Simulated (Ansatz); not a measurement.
## A hypothetical structure for CaCo3

This structure for CaCo3 is made up. Its elements were placed in a known structure type with a cell scaled to their sizes. What cell does the guess relax to, and how far off was it?

Method: DFT, PBEsol, plane-wave PAW, files of the set soft_1, scalar-relativistic, ferromagnetic start, cell and ions relaxed at zero pressure; PAW set soft_1, in the first sound run; inputs show where later runs differ, in Ansatz 0.2.0.

## Step 1: The structure

The structure is hexagonal, space group P6_3/mmc (No. 194). The conventional cell has a = 5.591 Å, b = 5.591 Å, c = 4.752 Å, α = 90.00°, β = 90.00°, γ = 120.00°. Nearest to Co lie 8 Co at 2.77 to 2.86 Å and 4 Ca at 2.80 to 2.88 Å. Nearest to Ca lie 12 Co at 2.80 to 2.88 Å. Farther neighbours are not listed.

## Step 2: Relaxation of the guess

The guessed cell has no reason to be at equilibrium. It is relaxed with the atoms, within the space group of the guess.

Input file input.yaml:

```yaml
crystal:
  lattice:
    - [5.591, 0.0, 0.0]
    - [-2.7955, 4.841948033, 0.0]
    - [0.0, 0.0, 4.752]
  atoms:
    - { symbol: Co, position: [0.32969999, 0.164849995, 0.75], spin: 2.0 }
    - { symbol: Co, position: [0.835150005, 0.164849995, 0.75], spin: 2.0 }
    - { symbol: Co, position: [0.835150005, 0.67030001, 0.75], spin: 2.0 }
    - { symbol: Co, position: [0.67030001, 0.835150005, 0.25], spin: 2.0 }
    - { symbol: Co, position: [0.164849995, 0.835150005, 0.25], spin: 2.0 }
    - { symbol: Co, position: [0.164849995, 0.32969999, 0.25], spin: 2.0 }
    - { symbol: Ca, position: [0.666666667, 0.333333333, 0.25] }
    - { symbol: Ca, position: [0.333333333, 0.666666667, 0.75] }
magnetization:
  spin_polarized: true
kpoints:
  mp_grid: { grid: [6, 6, 6] }
scf:
  occupations: { method: fermi_dirac, width: 0.05 }
hamiltonian:
  xc: pbesol
  pseudopotentials: { kind: paw, azcp: { folder: soft_1 }, xc_functional: pbe }
relax:
  f_tol: 0.015
  max_steps: 70
  cell: {}
output:
  forces: true
  stress: true
```

Run with:

```console
$ ansatz run input.yaml --threads 4 --pin off --max-ram 10240MiB --backend cpu --events-out ev --progress --plain --runs-dir out
```

Numbers of over 12 decimals in the logs are rounded to 6 here.

Output:

```text
Engine: ansatz 0.2.0, x86_64-unknown-linux-gnu
Pseudopotentials: kind: paw
Pseudopotential: Co, paw, valence charge 17, recommended cutoff 420 eV (normal), soft_1/Co.paw.azcp
Pseudopotential: Ca, paw, valence charge 10, recommended cutoff 420 eV (normal), soft_1/Ca.paw.azcp
Functional definition: PBEsol
  exchange = pbesol_x
  correlation = pbesol_c
Crystal: 8 atoms, lattice volume = 128.643 Å³
Basis set: ecut = 420 eV, 2535 PW (Γ), exchange–correlation on 80×80×64 points (8 copies of the dense FFT grid, shifted against one another)
Bands: 81, of which v1, the nominal top of the filled ones, is band 61 counted from 1 (60 counted from 0)
Symmetry: 24 space group operations
Space group: P63/mmc (ITA 194), of the structure as read, at distance tolerance 5.0e-5 Å
Magnetic group: BNS 194.263 (UNI 1493), of the structure as read, at distance tolerance 5.0e-5 Å
k-points: 28 of 216
Non-local potential: Co, projectors of the file, l = 0: 3, l = 1: 2, l = 2: 3, l = 3: 1
Non-local potential: Ca, projectors of the file, l = 0: 3, l = 1: 2, l = 2: 2
PAW form: soft (Blöchl's): semilocal exchange-correlation on the pseudo side does not see the compensation charge
PAW frozen core: Co, regenerated for the run's functional, and the local potential with it (the file was generated under x = pbe(κ = 0.804, μ = 0.219515), c = pbe(β = 0.066725))
PAW frozen core: Ca, regenerated for the run's functional, and the local potential with it (the file was generated under x = pbe(κ = 0.804, μ = 0.219515), c = pbe(β = 0.066725))
PAW one-centre angular grid: Co, 590 points (default); XC on 64 Gauss nodes
PAW one-centre angular grid: Ca, 110 points (default); XC on 64 Gauss nodes
Initial density: superposition of atomic densities (chi_scale 0.1, normalization cell, long waves kept (reshape's long-wave potential 0.00 eV rms))
Starting moments: Σ|m| = 12 μB on 6 of 8 sites
Initial wavefunctions: pseudopotential atomic-orbital guess
Functional: x = pbesol(κ = 0.804, μ = 0.123457), c = pbesol(β = 0.046)
SCF iter   1: F=—  HF=-34143.823958 eV  |F-HF|=—  |Δ(HF+E_count)|=         —  Δρ=8.57e-2 (↑6.03e-2 ↓8.57e-2)  dr2=2.84e1  dr2_m=2.65e-1  M=10.962 μB ∫|m|=12.350 μB  β_m=0.30  ethr=3.10e-3  ⟨swp⟩=6.3  Hψ=18676  notcnv=0  defer=44
Mixer restart at iter 1: flushing history
preconditioner: auto → Kerker (q_TF=auto, 2.704 Å⁻¹)  [metal: Δε(μ)=0.003 eV  Ē_g=8.263 eV  σ=0.050 eV  W_gap=0.01  n_scr=46 (ndim 8)  ℏωp=27.4 eV  f_vac=0.000  D(μ)=10.90/eV (n_scr^D=136)]
spin=Collinear: Kerker preconditioning applied to the charge; magnetization (m = ρ↑ − ρ↓) channel mixes plain (no charge-response kernel on spin).
SCF iter   2: F=—  HF=-34136.282270 eV  |F-HF|=—  |Δ(HF+E_count)|=    7.54e0  Δρ=2.04e-2 (↑2.04e-2 ↓1.87e-2)  dr2=2.67e0  dr2_m=1.60e-1  M=10.622 μB ∫|m|=12.130 μB  β_m=0.31  ethr=3.10e-3  ⟨swp⟩=3.1  Hψ=9519  notcnv=0  defer=389
SCF iter   3: F=—  HF=-34136.874862 eV  |F-HF|=—  |Δ(HF+E_count)|=   5.93e-1  Δρ=1.77e-2 (↑1.77e-2 ↓1.40e-2)  dr2=1.28e0  dr2_m=5.59e-2  M=10.414 μB ∫|m|=11.984 μB  β_m=0.65  ethr=2.19e-3  ⟨swp⟩=2.1  Hψ=5768  notcnv=0  defer=412
SCF iter   4: F=—  HF=-34138.919410 eV  |F-HF|=—  |Δ(HF+E_count)|=    2.04e0  Δρ=2.45e-2 (↑1.87e-2 ↓2.45e-2)  dr2=1.39e0  dr2_m=2.20e-2  M=9.943 μB ∫|m|=11.519 μB  β_m=0.83  ethr=1.05e-3  ⟨swp⟩=2.6  Hψ=6680  notcnv=0  defer=412
SCF iter   5: F=—  HF=-34139.666229 eV  |F-HF|=—  |Δ(HF+E_count)|=   7.47e-1  Δρ=3.25e-3 (↑3.25e-3 ↓3.01e-3)  dr2=1.21e-2  dr2_m=8.94e-3  M=9.495 μB ∫|m|=11.064 μB  β_m=0.89  ethr=1.05e-3  ⟨swp⟩=2.5  Hψ=7039  notcnv=0  defer=414
SCF iter   6: F=—  HF=-34139.686550 eV  |F-HF|=—  |Δ(HF+E_count)|=         —  Δρ=4.97e-3 (↑2.32e-3 ↓4.97e-3)  dr2=1.23e-2  dr2_m=1.50e-2  M=9.265 μB ∫|m|=10.872 μB  β_m=0.89  ethr=9.91e-6  ⟨swp⟩=2.1  Hψ=7835  notcnv=0  defer=458
Mixer restart at iter 6: flushing history
SCF iter   7: F=—  HF=-34139.695574 eV  |F-HF|=—  |Δ(HF+E_count)|=   9.02e-3  Δρ=1.85e-3 (↑1.85e-3 ↓1.27e-3)  dr2=1.70e-3  dr2_m=2.43e-3  M=9.204 μB ∫|m|=10.826 μB  β_m=0.94  ethr=9.91e-6  ⟨swp⟩=2.0  Hψ=6814  notcnv=0  defer=458
SCF iter   8: F=—  HF=-34139.698799 eV  |F-HF|=—  |Δ(HF+E_count)|=   3.23e-3  Δρ=2.81e-3 (↑2.04e-3 ↓2.81e-3)  dr2=2.01e-2  dr2_m=2.10e-4  M=9.164 μB ∫|m|=10.791 μB  β_m=0.68  ethr=1.39e-6  ⟨swp⟩=2.0  Hψ=8615  notcnv=0  defer=458  recentre
SCF iter   9: F=—  HF=-34139.693553 eV  |F-HF|=—  |Δ(HF+E_count)|=   5.25e-3  Δρ=5.56e-4 (↑3.70e-4 ↓5.56e-4)  dr2=4.45e-4  dr2_m=2.15e-5  M=9.172 μB ∫|m|=10.803 μB  β_m=0.84  ethr=1.39e-6  ⟨swp⟩=2.0  Hψ=8616  notcnv=0  defer=458
SCF iter  10: F=—  HF=-34139.693833 eV  |F-HF|=—  |Δ(HF+E_count)|=   2.80e-4  Δρ=3.64e-4 (↑1.96e-4 ↓3.64e-4)  dr2=2.17e-4  dr2_m=1.00e-5  M=9.185 μB ∫|m|=10.816 μB  β_m=0.92  ethr=3.65e-7  ⟨swp⟩=2.0  Hψ=6058  notcnv=0  defer=458
SCF iter  11: F=—  HF=-34139.693830 eV  |F-HF|=—  |Δ(HF+E_count)|=   2.56e-6  Δρ=7.30e-5 (↑4.05e-5 ↓7.30e-5)  dr2=1.33e-5  dr2_m=4.45e-7  M=9.186 μB ∫|m|=10.819 μB  β_m=0.96  ethr=1.78e-7  ⟨swp⟩=2.0  Hψ=6063  notcnv=0  defer=458
SCF iter  12: F=—  HF=-34139.693831 eV  |F-HF|=—  |Δ(HF+E_count)|=   1.18e-6  Δρ=1.53e-5 (↑1.12e-5 ↓1.53e-5)  dr2=7.41e-7  dr2_m=9.25e-9  M=9.186 μB ∫|m|=10.819 μB  β_m=0.97  ethr=1.09e-8  ⟨swp⟩=2.0  Hψ=5755  notcnv=0  defer=458
SCF iter  13: F=—  HF=-34139.693831 eV  |F-HF|=—  |Δ(HF+E_count)|=   1.02e-7  Δρ=1.90e-6 (↑8.53e-7 ↓1.90e-6)  dr2=5.98e-9  dr2_m=8.56e-10  M=9.186 μB ∫|m|=10.819 μB  β_m=0.96  ethr=6.08e-10  ⟨swp⟩=2.0  Hψ=6108  notcnv=0  defer=458
SCF iter  14: F=-34139.693831 eV  HF=-34139.693831 eV  |F-HF|=8.27e-9  |Δ(HF+E_count)|=   1.83e-9  Δρ=2.49e-6 (↑7.77e-7 ↓2.49e-6)  dr2=1.06e-8  dr2_m=9.65e-10  M=9.186 μB ∫|m|=10.819 μB  ethr=4.90e-12  ⟨swp⟩=1.3  Hψ=12993  notcnv=0
SCF 1 converged in 14 iterations: F = -34139.693831 eV  dr2 = 1.06e-8
  greatest PAW one-centre occupation: 1.002 electrons in one spin orbital (limit 2), on the Co atom at site 3 (counted from 0), in its partial waves of l = 1
relax step   1: F+E_penalty+E_count = -34139.69383107 eV  Δ(F+E_penalty+E_count) = +0.000e0 eV  max|allowed force component| = 7.499e-1 eV/Å  Δτ_max = 0.0000 Å  P = -12.251 GPa  Ω = 128.643 Å³  (14 SCF iters, dr2 threshold 1.00e-7 eV, accepted)
Crystal: 8 atoms, lattice volume = 111.927 Å³
Basis set: ecut = 420 eV, 2205 PW (Γ), exchange–correlation on 80×80×64 points (8 copies of the dense FFT grid, shifted against one another)
Initial density: handed on by an earlier stage of this run
Starting moments: Σ|m| = 12 μB on 6 of 8 sites; this step starts from the density that it was given
Initial wavefunctions: those handed on with the density
[...]
relax step  10: F+E_penalty+E_count = -34142.49636999 eV  Δ(F+E_penalty+E_count) = -8.724e-5 eV  max|allowed force component| = 3.211e-3 eV/Å  Δτ_max = 0.0005 Å  P = +0.014 GPa  Ω = 128.836 Å³  energy of the carried Pulay correction = -6.565e-5 eV  (7 SCF iters, dr2 threshold 1.76e-7 eV, accepted)
relax step  11: F+E_penalty+E_count = -34142.51628096 eV  Δ(F+E_penalty+E_count) = -1.991e-2 eV  max|allowed force component| = 1.423e-2 eV/Å  Δτ_max = 0.0000 Å  P = +0.362 GPa  Ω = 128.836 Å³  stress off target by 5.29e-1 GPa  SCF on the basis re-selected at this cell (its energy is not comparable with the rows above)  (11 SCF iters)
relax step  12: F+E_penalty+E_count = -34142.51874344 eV  Δ(F+E_penalty+E_count) = -2.462e-3 eV  max|allowed force component| = 4.800e-3 eV/Å  Δτ_max = 0.0062 Å  P = +0.100 GPa  Ω = 129.921 Å³  energy of the carried Pulay correction = -5.236e-4 eV  (8 SCF iters, dr2 threshold 6.99e-7 eV, accepted)
relax step  13: F+E_penalty+E_count = -34142.51871790 eV  Δ(F+E_penalty+E_count) = +2.554e-5 eV  max|allowed force component| = 4.041e-4 eV/Å  Δτ_max = 0.0008 Å  P = +0.004 GPa  Ω = 130.151 Å³  energy of the carried Pulay correction = -6.401e-4 eV  (7 SCF iters, dr2 threshold 3.92e-8 eV, accepted)
iter 1 solved again at ethr=2.20e-6 eV; its pass at ethr=3.10e-3 eV (dr2=2.68e-3 eV) is discarded
SCF iter   1: F=—  HF=-34142.519333 eV  |F-HF|=—  |Δ(HF+E_count)|=         —  Δρ=5.54e-5 (↑5.54e-5 ↓4.69e-5)  dr2=1.24e-6  dr2_m=1.11e-7  M=9.348 μB ∫|m|=10.693 μB  β_m=0.65  ethr=2.20e-6  ⟨swp⟩=2.5  Hψ=27799  notcnv=0
eigensolver tolerance schedule: the retry pair's looser diagonalisation over-reported the residual by 2168.34 of it (diagonalisation noise at an unbounded share of the residual, at the tolerance the schedule requests for it); recorded, not acted on — ethr = c·dr2/N_el stays at c = 1.0e-1
preconditioner: auto → Kerker (q_TF=auto, 2.068 Å⁻¹)  [metal: Δε(μ)=0.012 eV  Ē_g=8.850 eV  σ=0.050 eV  W_gap=0.06  n_scr=26 (ndim 8)  ℏωp=27.2 eV  f_vac=0.000  D(μ)=11.63/eV (n_scr^D=148)]
spin=Collinear: Kerker preconditioning applied to the charge; magnetization (m = ρ↑ − ρ↓) channel mixes plain (no charge-response kernel on spin).
SCF iter   2: F=—  HF=-34142.519346 eV  |F-HF|=—  |Δ(HF+E_count)|=   1.29e-5  Δρ=2.01e-5 (↑2.01e-5 ↓1.57e-5)  dr2=6.26e-8  dr2_m=1.25e-8  M=9.348 μB ∫|m|=10.693 μB  β_m=0.56  ethr=1.01e-9  ⟨swp⟩=3.0  Hψ=9471  notcnv=0
SCF iter   3: F=—  HF=-34142.519347 eV  |F-HF|=—  |Δ(HF+E_count)|=   1.67e-6  Δρ=6.84e-6 (↑6.84e-6 ↓4.77e-6)  dr2=2.08e-8  dr2_m=3.03e-9  M=9.348 μB ∫|m|=10.693 μB  β_m=0.51  ethr=5.13e-11  ⟨swp⟩=2.0  Hψ=8132  notcnv=0
SCF iter   4: F=—  HF=-34142.519348 eV  |F-HF|=—  |Δ(HF+E_count)|=   1.39e-7  Δρ=4.41e-6 (↑2.54e-6 ↓4.41e-6)  dr2=2.62e-8  dr2_m=3.12e-9  M=9.348 μB ∫|m|=10.693 μB  β_m=0.76  ethr=1.70e-11  ⟨swp⟩=2.4  Hψ=7533  notcnv=0
SCF iter   5: F=—  HF=-34142.519348 eV  |F-HF|=—  |Δ(HF+E_count)|=   1.21e-7  Δρ=3.26e-6 (↑5.61e-7 ↓3.26e-6)  dr2=2.13e-8  dr2_m=2.38e-9  M=9.348 μB ∫|m|=10.694 μB  β_m=0.88  ethr=1.70e-11  ⟨swp⟩=2.0  Hψ=6134  notcnv=0
SCF iter   6: F=—  HF=-34142.519348 eV  |F-HF|=—  |Δ(HF+E_count)|=   3.80e-8  Δρ=1.29e-6 (↑2.60e-7 ↓1.29e-6)  dr2=3.82e-9  dr2_m=3.68e-10  M=9.348 μB ∫|m|=10.694 μB  β_m=0.94  ethr=1.70e-11  ⟨swp⟩=2.0  Hψ=6168  notcnv=0
SCF iter   7: F=—  HF=-34142.519348 eV  |F-HF|=—  |Δ(HF+E_count)|=   6.13e-8  Δρ=2.35e-7 (↑1.00e-7 ↓2.35e-7)  dr2=1.34e-10  dr2_m=6.91e-12  M=9.348 μB ∫|m|=10.694 μB  β_m=0.96  ethr=3.14e-12  ⟨swp⟩=2.0  Hψ=6170  notcnv=0
SCF iter   8: F=—  HF=-34142.519348 eV  |F-HF|=—  |Δ(HF+E_count)|=  3.64e-11  Δρ=1.06e-7 (↑2.42e-8 ↓1.06e-7)  dr2=2.17e-11  dr2_m=2.23e-12  M=9.348 μB ∫|m|=10.694 μB  β_m=0.98  ethr=1.00e-12  ⟨swp⟩=1.9  Hψ=5359  notcnv=0
SCF iter   9: F=-34142.519348 eV  HF=-34142.519348 eV  |F-HF|=2.91e-11  |Δ(HF+E_count)|=  2.18e-11  Δρ=1.02e-7 (↑3.50e-8 ↓1.02e-7)  dr2=2.57e-11  dr2_m=1.42e-12  M=9.348 μB ∫|m|=10.694 μB  ethr=1.00e-12  ⟨swp⟩=2.8  Hψ=14005  notcnv=0
SCF 14 converged in 9 iterations: F = -34142.519348 eV  dr2 = 2.57e-11
relax step  14: F+E_penalty+E_count = -34142.51934784 eV  Δ(F+E_penalty+E_count) = -6.299e-4 eV  max|allowed force component| = 1.537e-4 eV/Å  Δτ_max = 0.0000 Å  P = -0.004 GPa  Ω = 130.151 Å³  stress off target by 6.94e-3 GPa  SCF on the basis re-selected at this cell (its energy is not comparable with the rows above)  (9 SCF iters)
basis re-selected at this cell: Δ(F+E_penalty+E_count) = -6.299e-4 eV, ΔP = -0.007 GPa vs the last step (what re-selecting the basis moved, of the pressure what is left beyond the Pulay correction that the steps carried, after the strain that the cell walked since its last selection, with what the two solves' SCF thresholds leave and, on support functions, any second-order correction that the steps lacked; it is no m [...]
SCF converged after 9 iterations
Magnetization: 9.3483 μB (65.6742 up, 56.3258 down)
Absolute magnetization: 10.6998 μB (∫|ρ↑−ρ↓|, with the PAW one-centre terms)
Spin contamination: 0.3264 ħ² per cell (⟨S²⟩ above its minimum at these occupations)
Per-site moments (μB) at R_I (Å): [(1.642291, 0.960148), (1.642291, 0.960148), (1.642291, 0.960148), (1.642291, 0.960148), (1.642291, 0.960148), (1.642291, 0.960148), (-0.079934, 1.224907), (-0.079934, 1.224907)]
Free energy (F): -34142.519348 eV
Harris-Foulkes:  -34142.519348 eV  (|F-HF|=2.91e-11)
Internal energy: -34142.424376 eV  (E = F + TS)
E sigma→0 (E₀):  -34142.471862 eV
Entropy (-TS):   -0.094971 eV (-11.871 meV/atom)
Fermi energy:    12.262467 eV
--- Per-component energies (eV) ---
  E_band       = -2283.117610
  E_kinetic    = 2263.716663
  E_local      = -25660.944181  (includes V_loc(G=0)·N_el)
  E_nonlocal   = 2811.186402
  E_hartree    = 11401.322159
  E_xc         = -799.638831
  E_vxc        = -1021.757625  (∫ρ·V_xc dr)
  E_paw        = -10927.519022  (= ΣΔE_a)
  E_vpaw       = -3477.962026  (= ΣTr[D̂ρ^β])
  E_aug_tail   = -0.000120  (compensation charges beyond the density's cutoff)
  E_ewald      = -13231.915553
  E_core_change = 1.368107  (= ΣΔE_core)
  E_smearing   = -0.094971  (= −TS)
  E_closure    = 0.000000  (closes the sum)
  Σ components = -34142.519348   (vs F -34142.519348, Δ=0.00e0)
--- Forces (eV/Å), atoms counted from 1 ---
  atom   1  Co     0.00013310     0.00007685    -0.00000000
  atom   2  Co    -0.00013310     0.00007685     0.00000000
  atom   3  Co    -0.00000000    -0.00015369     0.00000000
  atom   4  Co    -0.00013310    -0.00007685     0.00000000
  atom   5  Co     0.00013310    -0.00007685     0.00000000
  atom   6  Co     0.00000000     0.00015369    -0.00000000
  atom   7  Ca     0.00000000    -0.00000000    -0.00000000
  atom   8  Ca     0.00000000     0.00000000     0.00000000
  max |Σ_I F_I| component: 6.67e-18 eV/Å
--- Stress (GPa, compression-positive) ---
       -0.001877      -0.000000       0.000000
       -0.000000      -0.001877       0.000000
        0.000000       0.000000      -0.006939
  P = ⅓ Tr σ = -0.0036 GPa (-0.036 kbar)
--- Relaxed structure (12 steps of the walk, 12 accepted, 2 SCFs on fresh bases) ---
  F+E_penalty+E_count = -34142.51934784 eV   max|allowed force component| = 1.537e-4 eV/Å   (the final SCF, on the basis selected at the relaxed cell)
  cell:  # Å, volume = 130.1508 Å³
    - [6.178144, 0, 0.0]
    - [-3.089072, 5.350430, 0.0]
    - [0.0, 0.0, 3.937313]
  atoms:
    - { symbol: Co, position: [0.251168, 0.125584, 0.750000] }
    - { symbol: Co, position: [0.874416, 0.125584, 0.750000] }
    - { symbol: Co, position: [0.874416, 0.748832, 0.750000] }
    - { symbol: Co, position: [0.748832, 0.874416, 0.25] }
    - { symbol: Co, position: [0.125584, 0.874416, 0.25] }
    - { symbol: Co, position: [0.125584, 0.251168, 0.25] }
    - { symbol: Ca, position: [0.666667, 0.333333, 0.25] }
    - { symbol: Ca, position: [0.333333, 0.666667, 0.750000] }
```

Elapsed: 2.3 min, on 4 threads of Intel Xeon Platinum 8488C (Sapphire Rapids), shared host; peak memory 0.91 GiB.

Relaxation path:

```
step  energy less that of the first step (eV)  largest force component (eV/Å)  pressure (GPa)  volume (Å³)
   1                                   0.0000                          0.7499          -12.25       128.64
   2                                  -1.0934                          0.8177           -1.64       111.93
   3                                  -1.5431                          0.4790           13.91       105.54
   4                                  -2.0647                          0.2294            4.40       112.47
   5                                  -2.4908                          0.5202            4.63       119.88
   6                                  -2.7476                          0.2331            1.99       125.58
   7                                  -2.7713                          0.0968           -0.43       131.45
   8                                  -2.7996                          0.1167           -0.65       129.03
   9                                  -2.8025                          0.0026            0.17       128.62
  10                                  -2.8025                          0.0032            0.01       128.84
 11*                                  -2.8224                          0.0142            0.36       128.84
  12                                  -2.8249                          0.0048            0.10       129.92
  13                                  -2.8249                          0.0004            0.00       130.15
 14*                                  -2.8255                          0.0002            0.00       130.15
```

Relaxation steps marked * repeat the geometry before them on a plane-wave basis chosen anew for their cell, so energy and pressure can jump there.

The run keeps the 24 symmetry operations that it works with, so distortions that break them were not tested.

```
     cell as run  before  after   change
           a (Å)   5.591  6.178  +10.5 %
           b (Å)   5.591  6.178  +10.5 %
           c (Å)   4.752  3.937  -17.1 %
volume (Å³/atom)   16.08  16.27   +1.2 %
```

The atoms that moved most (Å, as changes of fractional coordinates times the final cell):

```
atom      dx      dy     dz  length
 Co2   0.364  -0.210  0.000   0.420
 Co5  -0.364   0.210  0.000   0.420
 Co4   0.364   0.210  0.000   0.420
 Co1  -0.364  -0.210  0.000   0.420
 Co6   0.000  -0.420  0.000   0.420
 Co3   0.000   0.420  0.000   0.420
```

Numbers from this step:

* free energy: -34142.5193 eV
* energy at zero smearing: -34142.4719 eV
* smearing term TS: 0.09497 eV
* Fermi energy: 12.26 eV
* magnetization: 9.348 μB
* absolute magnetization: 10.70 μB
* site moments: 1.642, 1.642, 1.642, 1.642, 1.642, 1.642, -0.07993, -0.07993 μB
* electrons: 122
* symmetry operations: 24
* pressure: -0.003564 GPa

Site moment by atom:

```
atom  site moment (μB)
 Co1              1.64
 Co2              1.64
 Co3              1.64
 Co4              1.64
 Co5              1.64
 Co6              1.64
 Ca7             -0.08
 Ca8             -0.08
```

Shortest distances by pair of elements, guess and relaxed (not always the same contact):

```
 pair  guess (Å)  relaxed (Å)
Co–Co      2.765        2.328
Ca–Co      2.796        2.969
Ca–Ca      4.008        3.937
```

The relaxation ends with a largest force component of 1.5e-4 eV/Å and a pressure of 0.00 GPa.

[end of part 1 of 2]

[Logs are printed without paths, hosts, clocks, repeated set-up lines and the standing remarks that a program may print on its own settings, such as how far it seeks lower states.]

[Hosts, paths, dates, database ids (printed as entryN), source tags and the programs' standing remarks are cut or masked in the printed files.]
